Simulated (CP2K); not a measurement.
The N K edge of isocyanoallene was computed by TDDFT (CP2K XAS_TDP, aug-cc-pVDZ, TDA) at these levels: PBE, PBEh(45%) and PBEh(45%) + GW2X. The first three lines of N2 (bonded to 2 C) with a strength over 0.0015, energy in eV and strength:

```
run           first          second           third
  1  396.98 (0.027)  397.13 (0.039)  399.13 (0.009)
  2  401.99 (0.027)  402.14 (0.039)  404.14 (0.009)
  3  380.22 (0.002)  380.58 (0.002)  381.73 (0.004)
```

**Question.** Which run is which?

Run 1: PBEh(45%) (45 % exact exchange). Run 2: PBEh(45%) + GW2X (45 % exact exchange). Run 3: PBE (0 % exact exchange). Self-interaction lifts the core level, so the uncorrected lines rise with the share of exact exchange. The GW2X run keeps the spacings of its parent: 0.15 eV between the first two lines in run 2, 0.15 eV in run 1. Its shift is +5.01 eV, since the Kohn–Sham level at this share of exchange lies that far above the quasiparticle level.

[Banner, clock and machine lines of the logs are left out without a mark of their own.]

[Logs are printed without paths, hosts, clocks, repeated set-up lines and the standing remarks that a program may print on its own settings, such as how far it seeks lower states.]

[Hosts, paths, dates, database ids (printed as entryN), source tags and the programs' standing remarks are cut or masked in the printed files.]
